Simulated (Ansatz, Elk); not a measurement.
# SiAs3: X-ray structure factors from the self-consistent density

The structure of SiAs3 used here is made up (a known structure type with other elements) and was relaxed beforehand with PBE. The aim is the Fourier transform of its all-electron density, F(hkl), set beside the sum over free spherical atoms that refinements use.

Method: DFT, PBE, all-electron APW+lo, Dirac cores, scalar-relativistic bands, static density, no spin, in Elk 11.2.3 (patched build).

This account leaves out most program logs.

The structure was built from a prototype and need not be the compound's stable phase.

**1. Starting point**

It takes space group P6_3/mmc (No. 194, hexagonal). Conventional cell: a = 5.839 Å, b = 5.839 Å, c = 5.205 Å, α = 90.00°, β = 90.00°, γ = 120.00°. Nearest to As lie 2 As at 2.65 Å and 2 Si at 2.92 Å. Si has 6 As at 2.92 Å nearest. Farther neighbours are not listed.

Coordinates:

```cif
data_structure
_symmetry_space_group_name_H-M 'P 1'
_symmetry_Int_Tables_number 1
_cell_length_a 5.8394
_cell_length_b 5.8394
_cell_length_c 5.2053
_cell_angle_alpha 90.000
_cell_angle_beta 90.000
_cell_angle_gamma 120.000
_cell_volume 153.72
loop_
_atom_site_label
_atom_site_type_symbol
_atom_site_fract_x
_atom_site_fract_y
_atom_site_fract_z
_atom_site_occupancy
As1 As 0.18222 0.36444 0.25000 1
As2 As 0.18222 0.81778 0.25000 1
As3 As 0.63556 0.81778 0.25000 1
As4 As 0.81778 0.63556 0.75000 1
As5 As 0.81778 0.18222 0.75000 1
As6 As 0.36444 0.18222 0.75000 1
Si7 Si 0.33333 0.66667 0.75000 1
Si8 Si 0.66667 0.33333 0.25000 1
```

**2. Ground state and structure factors**

An all-electron density is needed, since X-rays see the cores too. Task 0 finds the density and task 195 Fourier-transforms it; tshift is off so that phases refer to the origin typed.

Contents of elk.in:

```
tasks
  0
  195

xctype
  20

spinpol
  .false.

rgkmax
  7.0

gmaxvr
  14.0

lmaxo
  7

lmaxapw
  8

swidth
  0.002

tshift
  .false.

ramdisk
  .false.

hmaxvr
  5.5

maxscl
  120

epspot
  1e-06

sppath
  './'

avec
  11.03493000571 0.00000000000 0.00000000000
  -5.51746500285 9.55652971392 0.00000000000
  0.00000000000 0.00000000000 9.83658966559

atoms
  2
  'As.in'
  6
  0.1822191665 0.3644383331 0.2500000000   0.000000 0.000000 0.000000
  0.1822191665 0.8177808335 0.2500000000   0.000000 0.000000 0.000000
  0.6355616669 0.8177808335 0.2500000000   0.000000 0.000000 0.000000
  0.8177808335 0.6355616669 0.7500000000   0.000000 0.000000 0.000000
  0.8177808335 0.1822191665 0.7500000000   0.000000 0.000000 0.000000
  0.3644383331 0.1822191665 0.7500000000   0.000000 0.000000 0.000000
  'Si.in'
  2
  0.3333333333 0.6666666667 0.7500000000   0.000000 0.000000 0.000000
  0.6666666667 0.3333333333 0.2500000000   0.000000 0.000000 0.000000

ngridk
  5 5 5
```

On the command line:

```
$ OMP_NUM_THREADS=4 elk
```

It took 41 s on 4 threads of Arm Neoverse V2, shared host; peak memory 0.29 GiB; 1.9 min of CPU time.

SFACRHO.OUT:

```text

h k l indices transformed by vhmat matrix:
   1.000000000       0.000000000       0.000000000    
   0.000000000       1.000000000       0.000000000    
   0.000000000       0.000000000       1.000000000    

      h      k      l  multipl.   |H|            Re(F)            Im(F)           |F|

      0      0      0      1   0.0000000       226.00000      0.20122496E-15   226.00000    
      0      0      1      2  0.63875647     -0.30999828E-13 -0.53984100E-14  0.31466366E-13
     -1      0      0      6  0.65747562      -2.0264193      0.17994700E-13   2.0264193    
     -1      0     -1      6  0.91667007      -42.447396     -0.77377210E-13   42.447396    
      0     -1     -1      6  0.91667007       42.447396      0.46786220E-13   42.447396    
      1     -2      0      6   1.1387812      -29.631295     -0.24297853E-13   29.631295    
      0      0      2      2   1.2775129      -178.94372      0.30330004E-15   178.94372    
      2     -1     -1     12   1.3056923      0.41671680E-07 -0.71978800E-14  0.41671680E-07
      2      0      0      6   1.3149512      -85.974436      0.80976150E-13   85.974436    
     -1      1      2      6   1.4367719      0.80753740      0.53984100E-14  0.80753740    
     -1      1     -2      6   1.4367719      0.80753740      0.17994700E-14  0.80753740    
      0     -2     -1      6   1.4618846       143.05662      0.70179330E-13   143.05662    
      2     -2     -1      6   1.4618846      -143.05662      0.10796820E-13   143.05662    
      1     -2     -2     12   1.7113918       26.616858      0.19310219E-13   26.616858    
     -1      3      0     12   1.7395170       45.305112     -0.31490725E-13   45.305112    
     -2      0      2      6   1.8333401       76.411621      0.59382510E-13   76.411621    
      0     -2      2      6   1.8333401       76.411621      0.55783570E-13   76.411621    
      2      1      1     12   1.8530864      -6.4176137      0.57583040E-13   6.4176137
```

Elk indexes on the primitive cell of elk.in and gives |H| = 4π sin θ/λ in inverse bohr. Below, one row stands for each form hkl of the conventional cell (m members, Friedel mates merged), F is for one primitive cell and the density is static (no thermal factor). Free-atom factors are Waasmaier and Kirfel's, and R is Σm||F|−|F'||/Σm|F|.

```
hkl   m  sin θ/λ (Å⁻¹)  abs F, DFT  neutral atoms   diff.
001   2          0.096       0.000          0.000  +0.000
100   6          0.099       2.026          1.932  +0.094
101  12          0.138      42.447         42.448  -0.001
110   6          0.171      29.631         29.574  +0.057
002   2          0.192     178.944        178.871  +0.073
111  12          0.196       0.000          0.000  +0.000
200   6          0.198      85.974         86.009  -0.034
102  12          0.216       0.807          0.802  +0.005
201  12          0.220     143.057        143.303  -0.246
112  12          0.257      26.617         26.645  -0.028
210  12          0.262      45.305         45.473  -0.168
202  12          0.276      76.412         76.727  -0.315
211  24          0.279       6.418          6.369  +0.048
003   2          0.288       0.000          0.000  +0.000
```

**3. The highest occupied states alone**

An energy window below the Fermi level keeps the highest occupied states, to see at which angles they scatter; shallow core shells can lie inside it and anion s states outside. No new self-consistency is needed.

Edit elk.in of step 2 so:

```diff
@@ -1,3 +1,2 @@
 tasks
-  0
   195
@@ -40,2 +39,5 @@
 
+wsfac
+  -0.092290 0.575210
+
 sppath
```

On the command line:

```
$ OMP_NUM_THREADS=4 elk
```

It took 16 s on 4 threads; peak memory 0.17 GiB; 17 s of CPU time.

States within 10 eV below the Fermi level hold 28.72 electrons; any levels below the window count with the cores, and a count that is not whole means the window cuts a band. Their amplitudes can exceed the total, where window and core parts have opposite phase:

```csv
hkl,sin θ/λ (Å⁻¹),"abs F, window","abs F, all"
001,0.096,0.000,0.000
100,0.099,1.187,2.026
101,0.138,0.514,42.447
110,0.171,0.168,29.631
002,0.192,4.624,178.944
111,0.196,0.000,0.000
200,0.198,2.112,85.974
102,0.216,0.059,0.807
201,0.220,2.147,143.057
112,0.257,0.119,26.617
```

**4. Another functional**

The difference from free atoms is small, so it is set against the change that PBEsol makes.

Edit elk.in of step 3 so:

```diff
@@ -1,2 +1,3 @@
 tasks
+  0
   195
@@ -4,3 +5,3 @@
 xctype
-  20
+  22
 
@@ -39,5 +40,2 @@
 
-wsfac
-  -0.092290 0.575210
-
 sppath
```

On the command line:

```
$ OMP_NUM_THREADS=4 elk
```

Wall time 40 s (4 threads); peak memory 0.28 GiB; 1.8 min of CPU time.

Against the first run R = 0.03 %; the largest change is -0.042 at 002.

**5. Basis size**

A smaller basis shows how fast F responds to it; the change is likely larger than the basis error of the first run, but doesn't show convergence.

Edit elk.in of step 4 so:

```diff
@@ -5,3 +5,3 @@
 xctype
-  22
+  20
 
@@ -11,3 +11,3 @@
 rgkmax
-  7.0
+  5.5
```

On the command line:

```
$ OMP_NUM_THREADS=4 elk
```

Run time: 34 s. Hardware: 4 threads; peak memory 0.26 GiB; 82 s of CPU time.

Against the first run R = 0.02 %; the largest change is +0.061 at 222.

**6. Settings against the effect**

| run | R against the first run (%) | R against neutral atoms, low angle (%) | wall time |
| --- | --- | --- | --- |
| PBE, rgkmax 7 | 0.00 | 0.22 | 41 s |
| PBEsol | 0.03 | 0.23 | 40 s |
| rgkmax 5.5 | 0.02 | 0.23 | 34 s |

**7. Results**

| Item | Value |
| --- | --- |
| R against neutral atoms, sin θ/λ < 0.3 Å⁻¹ | 0.22 % |
| R against neutral atoms, 0.3 to 0.77 Å⁻¹ | 0.20 % |

**Reading.** Independent neutral atoms miss the calculated amplitudes by R = 0.22 % below 0.3 Å⁻¹ and 0.20 % from there to 0.77 Å⁻¹; by shells, 0.11 % below 0.15 Å⁻¹ (2 forms), 0.23 % 0.15 to 0.3 (10 forms), 0.26 % 0.3 to 0.45 (21 forms), 0.19 % above 0.45 (99 forms). Bonding, aspherical density and the tables' own atoms all enter these figures, and the runs don't part them. The largest change of an amplitude is -0.34 electrons, at 301. The window's part falls from 28.7 electrons at the origin to at most 0.51 between 0.45 and 0.77 Å⁻¹. Below 0.3 Å⁻¹ the changes that finished (PBEsol and rgkmax 5.5) move F by R = 0.02 % at most, against the 0.22 % that separates it from free atoms. The k-mesh has no finished test. Part of the difference isn't bonding: the tables are fits to free atoms and ions calculated by other methods than this functional. Thermal motion, anomalous dispersion and extinction are left out.

[Logs are printed without paths, hosts, clocks, repeated set-up lines and the standing remarks that a program may print on its own settings, such as how far it seeks lower states.]

[Hosts, paths, dates, database ids (printed as entryN), source tags and the programs' standing remarks are cut or masked in the printed files.]
